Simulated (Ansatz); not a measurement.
## What NaMgI3 (built on the sites of a database entry of CsMgF3) distorts into

Which phase does NaMgI3 (built on the sites of a database entry of CsMgF3) fall into along its unstable mode, and how much energy does it gain?

Program: Ansatz 0.2.0. Level of theory: DFT r2SCAN, scalar-relativistic, plane waves, PAW. Results are calculated unless marked as measured.

This is a report of a sequence of runs, with most program output left out.

The structure was built from a prototype and need not be the compound's stable phase.

## 1. The structure

It takes space group Pm-3m (No. 221, cubic). Conventional cell: a = 5.788 Å, b = 5.788 Å, c = 5.788 Å, α = 90.00°, β = 90.00°, γ = 90.00°. Nearest to Na lie 12 I at 4.09 Å. Nearest to Mg lie 6 I at 2.89 Å. I has 2 Mg at 2.89 Å nearest. Farther neighbours and most contacts between anions are not listed.

## 2. The dispersion

The cell comes from relaxations at this level that are not shown. Stability and thermal properties need the whole zone. Linear response on a 2×2×2 q mesh gives force constants as far as a supercell of that size would, and the tensors from the zone-centre run are typed in so that the long-range dipole term is interpolated apart.

input.yaml reads:

```yaml
crystal:
  lattice:
    - [5.7884207145, 0.0, 0.0]
    - [0.0, 5.7884207145, 0.0]
    - [0.0, 0.0, 5.7884207145]
  atoms:
    - { symbol: Na, position: [0.0, 0.0, 0.0] }
    - { symbol: Mg, position: [0.5, 0.5, 0.5] }
    - { symbol: I, position: [0.0, 0.5, 0.5] }
    - { symbol: I, position: [0.5, 0.0, 0.5] }
    - { symbol: I, position: [0.5, 0.5, 0.0] }
kpoints:
  mp_grid: { grid: [4, 4, 4] }
hamiltonian:
  xc: r2scan
scf:
  occupations: { method: fixed }
output:
  eigenvalues: true
phonons:
  method: dfpt
  qmesh: [2, 2, 2]
  temperatures: { t_max: 1000, t_step: 50 }
  qpath:
    path:
      - [[0.0, 0.0, 0.0], [0.0, 0.5, 0.0], [0.5, 0.5, 0.0], [0.0, 0.0, 0.0], [0.5, 0.5, 0.5], [0.0, 0.5, 0.0]]
      - [[0.5, 0.5, 0.5], [0.5, 0.5, 0.0]]
    npoints: 10
  non_analytic_term:
    high_frequency_dielectric_tensor: [[3.5178, 0.0, 0.0], [0.0, 3.5178, 0.0], [0.0, 0.0, 3.5178]]
    born_effective_charges:
      - { species: Na, tensor: [[1.4138, 0.0, 0.0], [0.0, 1.4138, 0.0], [0.0, 0.0, 1.4138]] }
      - { species: Mg, tensor: [[2.6335, 0.0, 0.0], [0.0, 2.6335, 0.0], [0.0, 0.0, 2.6335]] }
      - { species: I, tensor: [[-2.3493, 0.0, 0.0], [0.0, -0.849, 0.0], [0.0, 0.0, -0.849]] }
      - { species: I, tensor: [[-0.849, 0.0, 0.0], [0.0, -2.3493, 0.0], [0.0, 0.0, -0.849]] }
      - { species: I, tensor: [[-0.849, 0.0, 0.0], [0.0, -0.849, 0.0], [0.0, 0.0, -2.3493]] }
    source: "zone-centre run at this cell"
```

Started as:

```console
ansatz run input.yaml --threads 8 --pin off --max-ram 14336MiB --backend cpu --events-out ev --progress --plain --runs-dir out
```

It took 7.7 min on 8 threads of Arm Neoverse V2, shared host; peak memory 13 GiB.

This step gave:

```
gap on the k-mesh                                       : 1.822 eV
volume per atom                                         : 38.79 Å³
sum-rule residual before enforcement                    : 8.39e-5 eV/Å²
lowest frequency on the path                            : -76.25 cm⁻¹
point group                                             : m-3m
highest frequency on the path or at a solved wavevector : 227.7 cm⁻¹
highest optical mode at the zone centre (no LO-TO term) : 162.7 cm⁻¹
lowest optical zone-centre mode                         : -76.25 cm⁻¹
lowest mode on the q mesh (acoustic modes at Γ apart)   : -76.25 cm⁻¹
```

Frequencies (cm⁻¹) solved at each irreducible wavevector; negative means imaginary. Frequencies by wavevector, by row:

```
q in reciprocal lattice units  star  mode 1  mode 2  mode 3  mode 4  mode 13  mode 14  mode 15
                        0 0 0     1   -76.2   -76.2   -76.2       0    162.7    162.7    162.7
                     0 0 -0.5     3   -71.5   -71.5     9.2     9.2    162.4    162.4    209.3
                  0 -0.5 -0.5     3   -66.6   -66.6   -64.8   -48.1    162.3    218.4    218.4
               -0.5 -0.5 -0.5     1   -73.8   -73.8   -73.8   -48.1    225.2    225.2    225.2
```

Interpolated from a 2×2×2 q mesh, with the LO-TO term (at Γ the limit along the path; where Γ stands inside the path, tables give the limit on arrival). Phonon branches along the path, in cm⁻¹:

| point | branch 1 | branch 2 | branch 3 | branch 4 | branch 12 | branch 13 | branch 14 | branch 15 |
| --- | --- | --- | --- | --- | --- | --- | --- | --- |
| Γ | -76 | -76 | -44 | 0 | 73 | 163 | 163 | 228 |
| halfway | -74 | -74 | -2 | 12 | 93 | 162 | 162 | 220 |
| X | -72 | -72 | 9 | 9 | 121 | 162 | 162 | 209 |
| halfway | -70 | -68 | -48 | -34 | 117 | 162 | 194 | 213 |
| M | -67 | -67 | -65 | -48 | 128 | 162 | 218 | 218 |
| halfway | -71 | -69 | -47 | -26 | 102 | 162 | 177 | 218 |
| Γ | -76 | -76 | -44 | 0 | 73 | 163 | 163 | 228 |
| halfway | -69 | -69 | -55 | -29 | 110 | 182 | 182 | 216 |
| R | -74 | -74 | -74 | -48 | 139 | 225 | 225 | 225 |
| halfway | -70 | -68 | -59 | -37 | 122 | 187 | 200 | 217 |
| X | -72 | -72 | 9 | 9 | 121 | 162 | 162 | 209 |
| jump to R | -74 | -74 | -74 | -48 | 139 | 225 | 225 | 225 |
| halfway | -70 | -70 | -69 | -48 | 131 | 195 | 222 | 222 |
| M | -67 | -67 | -65 | -48 | 128 | 162 | 218 | 218 |

Symmetry leaves 4 wavevectors to solve. The lowest mode among them, the acoustic zeros apart, lies at Γ and is imaginary, 76.2i cm⁻¹, so the energy falls along it.

## 3. The mode frozen in, largest atomic shift 0 Å

The mode followed lies at q = (-0.5, -0.5, -0.5) with frequency 73.8i cm⁻¹ and is 3-fold degenerate, one of the unstable modes though not the softest. At small amplitude the distorted cell has space group no. 74 by a symmetry search on the positions. The undistorted cell that holds it gives the zero of energy on the same k mesh.

System of this step: NaMgI3 (built on the sites of a database entry of CsMgF3). The structure is cubic, space group Pm-3m (No. 221). The conventional cell has a = 5.788 Å, b = 5.788 Å, c = 5.788 Å, α = 90.00°, β = 90.00°, γ = 90.00°. Na has 12 I at 4.09 Å nearest. Mg has 6 I at 2.89 Å nearest. I has 2 Mg at 2.89 Å nearest. Farther neighbours and most contacts between anions are not listed.

input.yaml reads:

```yaml
crystal:
  lattice:
    - [5.7884207145, 5.7884207145, 0.0]
    - [5.7884207145, 0.0, 5.7884207145]
    - [5.7884207145, 0.0, -5.7884207145]
  atoms:
    - { symbol: Na, position: [0.0, 0.0, 0.0] }
    - { symbol: Na, position: [0.0, 0.5, 0.5] }
    - { symbol: Mg, position: [0.5, 0.25, 0.75] }
    - { symbol: Mg, position: [0.5, 0.75, 0.25] }
    - { symbol: I, position: [0.5, 0.0, 0.5] }
    - { symbol: I, position: [0.5, 0.5, 0.0] }
    - { symbol: I, position: [0.0, 0.5, 0.0] }
    - { symbol: I, position: [0.0, 0.0, 0.5] }
    - { symbol: I, position: [0.5, 0.0, 0.0] }
    - { symbol: I, position: [0.5, 0.5, 0.5] }
kpoints:
  mp_grid: { grid: [4, 4, 4] }
hamiltonian:
  xc: r2scan
scf:
  occupations: { method: gaussian, width: 0.02 }
output:
  forces: true
  stress: true
  eigenvalues: true
```

Run time: 4.5 s. Hardware: 8 threads; peak memory 2.3 GiB; 33 s of CPU time.

This step gave:

```
pressure                         : 0.001370 GPa
gap on the k-mesh                : 1.823 eV
energy from the undistorted cell : 0 meV/atom
```

At this level the gap is 1.82 eV on the k-mesh of the self-consistent run, which can miss the band edges.

## 4. The mode frozen in, largest atomic shift 0.6 Å

The atoms are moved along the unstable eigenvector, the largest shift by 0.6 Å, with the cell fixed.

input.yaml reads:

```yaml
crystal:
  lattice:
    - [5.7884207145, 5.7884207145, 0.0]
    - [5.7884207145, 0.0, 5.7884207145]
    - [5.7884207145, 0.0, -5.7884207145]
  atoms:
    - { symbol: Na, position: [-0.0732953062, 0.0732953062, 0.0] }
    - { symbol: Na, position: [0.0732953062, 0.4267046938, 0.5] }
    - { symbol: Mg, position: [0.5, 0.25, 0.75] }
    - { symbol: Mg, position: [0.5, 0.75, 0.25] }
    - { symbol: I, position: [0.4945871805, 0.0054128195, 0.5] }
    - { symbol: I, position: [0.5054128195, 0.4945871805, 0.0] }
    - { symbol: I, position: [0.0, 0.4972935902, -0.0027064098] }
    - { symbol: I, position: [0.0, 0.0027064098, 0.5027064098] }
    - { symbol: I, position: [0.5, 0.0027064098, 0.0027064098] }
    - { symbol: I, position: [0.5, 0.4972935902, 0.4972935902] }
kpoints:
  mp_grid: { grid: [4, 4, 4] }
hamiltonian:
  xc: r2scan
scf:
  occupations: { method: gaussian, width: 0.02 }
output:
  forces: true
  stress: true
  eigenvalues: true
```

Wall time 9.7 s (8 threads); peak memory 2.8 GiB.

This step gave:

```
pressure                         : 0.1390 GPa
gap on the k-mesh                : 1.820 eV
energy from the undistorted cell : -14.86 meV/atom
```

The energy, extrapolated to zero smearing, is -14.86 meV/atom against the undistorted cell.

The run ends at a pressure of 0.14 GPa, with forces up to 0.19 eV/Å.

## 5. Energy along the mode, all amplitudes (two of the runs are shown above)

An imaginary frequency means negative curvature, so the energy should fall and then rise again as anharmonic terms take over.

This step gave:

```yaml
depth_at_the_lowest_point_sampled: 14.86 meV/atom
largest_atomic_shift_at_that_point: 0.6 Å
```

The energy from the parent by largest atomic shift:

| largest atomic shift (Å) | energy from the parent (meV/atom) |
| --- | --- |
| 0.000 | 0 |
| 0.040 | -0.078 |
| 0.080 | -0.311 |
| 0.140 | -0.948 |
| 0.220 | -2.31 |
| 0.320 | -4.79 |
| 0.450 | -9.05 |
| 0.600 | -14.9 |

Displacement at unit largest shift by atom:

| atom | x (Å) | y (Å) | z (Å) | size |
| --- | --- | --- | --- | --- |
| Na1 | 0.000 | -0.707 | 0.707 | 1.000 |
| Na2 | 0.000 | 0.707 | -0.707 | 1.000 |
| Mg3 | 0.000 | 0.000 | 0.000 | 0.000 |
| Mg4 | 0.000 | 0.000 | 0.000 | 0.000 |
| I5 | 0.000 | -0.052 | 0.052 | 0.074 |
| I6 | 0.000 | 0.052 | -0.052 | 0.074 |
| I7 | -0.052 | 0.000 | 0.000 | 0.052 |
| I8 | 0.052 | 0.000 | 0.000 | 0.052 |
| I9 | 0.052 | 0.000 | 0.000 | 0.052 |
| I10 | -0.052 | 0.000 | 0.000 | 0.052 |

The lowest of the steps tried is the last one, at 0.6 Å, 14.9 meV/atom below the parent; the bottom of the well need not coincide with a step.

## 6. Relaxing from the distorted cell

Starting from the lowest point found, all atoms and the cell are let go, so that strain and other modes of the same symmetry can join in.

Changes to input.yaml since step 4:

```diff
@@ -21,3 +21,3 @@
 scf:
-  occupations: { method: gaussian, width: 0.02 }
+  occupations: { method: fixed }
 output:
@@ -26 +26,10 @@
   eigenvalues: true
+  write_density: true
+  write_potential: true
+  elf: true
+  volumetric_format: npy
+relax:
+  adjacent_minimum: "off"
+  f_tol: 0.002
+  max_steps: 120
+  cell: { stress_tol: 0.03 }
```

Run time: 3.6 min. Hardware: 8 threads; peak memory 3.1 GiB.

Relaxation path:

```csv
step,energy less that of the first step (eV),largest force component (eV/Å),pressure (GPa),volume (Å³)
1,0.0000,0.1326,0.14,387.89
2,-0.0387,0.1396,-0.10,393.09
3,-0.1334,0.1047,0.04,394.03
4,-0.2316,0.1981,0.07,396.27
5,-0.3799,0.2321,-0.03,398.51
6,-0.5558,0.1922,-0.16,398.61
7,-0.6781,0.1070,-0.19,395.14
8,-0.7692,0.0868,0.15,378.80
9,-0.8032,0.0989,0.24,371.58
10,-0.8765,0.1188,0.25,365.07
11,-0.9694,0.1440,0.17,359.77
12,-1.0646,0.1276,0.12,355.07
13,-1.1248,0.0697,-0.03,353.99
14,-1.1305,0.0685,0.03,353.76
15,-1.1377,0.0131,0.03,353.40
16,-1.1381,0.0027,-0.01,354.11
17,-1.1382,0.0005,0.00,353.91
18*,-1.1350,0.0005,-0.01,353.91
```

Relaxation steps marked * repeat the geometry before them on a plane-wave basis chosen anew for their cell, so energy and pressure can jump there.

The run keeps the 8 symmetry operations that it works with, so distortions that break them were not tested.

| conventional cell, symmetrised | before | after | change |
| --- | --- | --- | --- |
| a (Å) | 8.186 | 8.200 | +0.2 % |
| b (Å) | 11.577 | 11.236 | -2.9 % |
| c (Å) | 8.186 | 7.682 | -6.2 % |
| volume (Å³/atom) | 38.79 | 35.39 | -8.8 % |

The atoms that moved most (Å, as changes of fractional coordinates times the final cell):

| atom | dx | dy | dz | length |
| --- | --- | --- | --- | --- |
| I6 | 0.000 | -0.781 | 0.781 | 1.104 |
| I5 | 0.000 | 0.781 | -0.781 | 1.104 |
| I9 | 0.749 | 0.000 | 0.000 | 0.749 |
| I8 | 0.749 | 0.000 | 0.000 | 0.749 |
| I7 | -0.749 | 0.000 | 0.000 | 0.749 |
| I10 | -0.749 | 0.000 | 0.000 | 0.749 |
| Na2 | 0.000 | -0.134 | 0.134 | 0.190 |
| Na1 | 0.000 | 0.134 | -0.134 | 0.190 |

Final coordinates:

```xyz
10
Lattice="5.6181 5.6153 0.1830 5.6181 0.1830 5.6153 5.6181 -0.1830 -5.6153" Properties=species:S:1:pos:R:3 pbc="T T T"
Na    0.0000   -0.2640    0.2640
Na    5.6181    0.2640   -0.2640
Mg    8.4272    2.7161   -2.7161
Mg    8.4272    2.8991    2.8991
I     5.6181    3.4673   -3.4673
I     5.6181    2.1479    3.6504
I     2.0300    0.0915    2.8076
I     3.5881   -0.0915   -2.8076
I     3.5881    2.8076    0.0915
I     7.6481    2.8076    0.0915
```

Numbers from this step:

```
pressure          : -0.005464 GPa
gap on the k-mesh : 2.988 eV
volume per atom   : 35.39 Å³
```

ELF in the bc plane of the conventional cell at fractional x = 0.000, with atoms of Na and Mg and I within 0.2 Å of it. It is the smooth field of the valence electrons, not physical close to the nuclei.

Ten even steps from '_' (0.00) to '@' (0.80), each cell a mean:
```
__________::**++==**==______________________::++**==..__________
__________..****++**--__________________________________________
____________--****==..__________________..--==========::________
______________....______________________==##@@@@@@@@%%**::______
______________________________________::**%%@@@@@@@@@@##--______
______________________________________--##%%##****##%%%%++..____
__....______________________....____..++%%%%**----==##%%##--____
______________....__________________::##@@%%++--==--##%%%%==____
--..____..::==++++==--..______::--....**@@%%**==--++##@@%%--..::
====....==##%%%%%%%%##++::__::======..==@@@@%%######@@@@##..::==
--==..::%%@@@@%%%%%%@@@@++..--==--==....**%%@@%%%%@@@@%%==__--==
==--..++@@@@##**++**%%@@%%::..====--____::==**##%%##++--..__..==
..__..**@@%%**----==##@@%%--__....________..::----::..________..
____::**%%%%++::==--##%%%%==____________________________________
____..==%%%%##++==**##%%**::______....______________________....
______::##%%%%%%##%%%%%%++..____________________________________
______..++%%@@@@@@@@@@##--______________________________________
________--**##%%%%%%##==..__________________..--==::____________
__________..............____________________==**##**::__________
____________..::--..______________________::**++==**==__________
__________..++####**::____________________..****++##==__________
```
Columns run along b (11.2 Å), rows up along c (7.7 Å), edges of the conventional cell, whose origin can differ from the input's. Atoms in or near the plane, at fractional coordinates: Na at (0.75, 0.05), Na at (0.25, 0.95), Mg at (0.50, 0.50), Mg at (0.00, 0.50), I at (0.25, 0.36), I at (0.75, 0.64).

Valence density in the bc plane of the conventional cell at fractional x = 0.000, with atoms of Na and Mg and I within 0.2 Å of it. It is the smooth field of the valence electrons, not physical close to the nuclei.

Ten steps, logarithmic in the rise over the least value, from '0' (0 e/Å³) to '9' (25 e/Å³), each cell a mean:
```
00000058972000000000001342000000
00000048861000000000000000000000
00000014520000000000000000000000
00000000000000000000001111000000
00000000000000000000012222100000
00000000000000000000123454210000
00000000000000000000125886321000
00000000000000000000136897421000
42000000000000134200124776321013
86100011111000388610122443211038
97101122221100499710011221110049
74101235642110267400000000000026
10001258873210011000000000000001
00001368974210000000000000000000
00001246753100000000000000000000
00000123332100000000000000000000
00000011211000000000000000000000
00000000100000000000000121000000
00000000000000000000002674100000
00000001110000000000005897200000
00000026641000000000004786100000
```
Columns run along b (11.2 Å), rows up along c (7.7 Å), edges of the conventional cell, whose origin can differ from the input's. Atoms in or near the plane, at fractional coordinates: Na at (0.75, 0.05), Na at (0.25, 0.95), Mg at (0.50, 0.50), Mg at (0.00, 0.50), I at (0.25, 0.36), I at (0.75, 0.64).

Electrostatic potential energy in the bc plane of the conventional cell at fractional x = 0.000, with atoms of Na and Mg and I within 0.2 Å of it. With pseudopotentials it is smooth inside the atoms' cores, unlike the true potential.

Values in eV, 11 rows by 16 columns, each cell a mean:
```
  9   8   4 -30 -39   1   8   9   9   9   6  -1  -4   5   8   9
  9   9   6  -3  -6   5   8   9   9   9   8   7   6   8   9   9
  8   9   8   7   7   8   9   8   9   9   6  -5  -7   4   9   9
  4   7   8   9   9   9   7   5   4   6  -2  -3   2  -7   6   5
-21   1   8   8   8   8   3 -15 -21   1  -1  -7  -3  -5   3 -15
-42  -4   5  -4  -6   3   1 -35 -42  -4   6   0  -1   5   1 -35
-11   3  -2  -3   1  -7   4  -7 -11   3   8   9   9   8   5  -7
  6   7  -1  -6  -2  -5   7   6   6   7   9   9   9   9   8   6
  9   9   7  -1  -2   6   9   9   9   9   8   6   6   7   9   9
 10   9   8   6   6   8   9   9   9   9   6 -10 -16   4   8   9
  9   9   6  -8 -13   4   8   9   9   8   4 -29 -38   1   8   9
```
Columns run along b (11.2 Å; values clipped at the 3rd and 97th percentile), rows up along c (7.7 Å), edges of the conventional cell, whose origin can differ from the input's. Atoms in or near the plane, at fractional coordinates: Na at (0.75, 0.05), Na at (0.25, 0.95), Mg at (0.50, 0.50), Mg at (0.00, 0.50), I at (0.25, 0.36), I at (0.75, 0.64).

The distorted start has space group Imma; the relaxation ends in Imma.

## 7. The phases reached

The phases reached along the modes that were followed are set side by side.

Energies are those of the first relaxation, on the mesh of the frozen mode; space group, volume and gap are those of the last relaxation. Phases, by row:

```csv
mode frozen in,space group,energy from parent (meV/atom),volume (Å³/atom),gap on mesh (eV),lowest zone-centre optical mode (cm⁻¹),largest shift (Å)
parent,Pm-3m,0,38.79,1.822,–,–
"q = (0, 0, 0), 76i cm⁻¹",P4mm,-44.32,40.36,1.671,21.2,1.206
"q = (0, 0, 0), 76i cm⁻¹",R3m,-36.57,40.21,1.758,-4.5,1
"q = (0, 0, 0), 76i cm⁻¹",Amm2,-37.22,40.04,1.824,-32.1,1.019
"q = (-0.5, -0.5, -0.5), 74i cm⁻¹",I4/mmm,-30.05,39.84,1.771,–,1.107
"q = (-0.5, -0.5, -0.5), 74i cm⁻¹",R-3m,-32.82,40.13,1.753,–,1.211
"q = (-0.5, -0.5, -0.5), 74i cm⁻¹",Imma,-128.3,35.39,2.988,–,1.062
```

## 8. Summary of results

* unstable mode of the parent: q = (-0.5, -0.5, -0.5), 74i cm⁻¹
* depth at the lowest point sampled: 14.9 meV/atom
* largest atomic shift at that point: 0.6 Å
* space group reached (within 0.01 Å): Imma
* energy gained over the parent (first relaxation, on the mesh of the frozen mode): 128 meV/atom
* volume per atom, phase reached: 35.4 Å³
* gap on the k-mesh, phase reached: 2.99 eV

From this start the structure relaxes into Imma, 128 meV/atom below the parent. At the parent's cell the well is 14.86 meV/atom deep on the steps tried, with its lowest point at a shift of 0.6 Å. That is the last step tried, so the steps alone don't bracket the bottom of the well. Relaxing atoms and cell changes the gain by +113.50 meV/atom against the lowest step (energies at zero smearing). Most of the total comes from this relaxation. The frozen pattern makes up only 6 % of the final shifts of the atoms, so other modes or strain give most of the change. The modes of the phase reached were not computed on this path. Of the 6 patterns followed to their end from this parent, this one reaches the lowest energy. Each path keeps the symmetry of its pattern, so a lower phase may lie along a pattern not tried. Spin-orbit coupling is left out, which can matter for the heavy elements here. The starting cell was built on a prototype and not taken from a measurement, so the phase need not exist.

[Logs are printed without paths, hosts, clocks, repeated set-up lines and the standing remarks that a program may print on its own settings, such as how far it seeks lower states.]

[Hosts, paths, dates, database ids (printed as entryN), source tags and the programs' standing remarks are cut or masked in the printed files.]
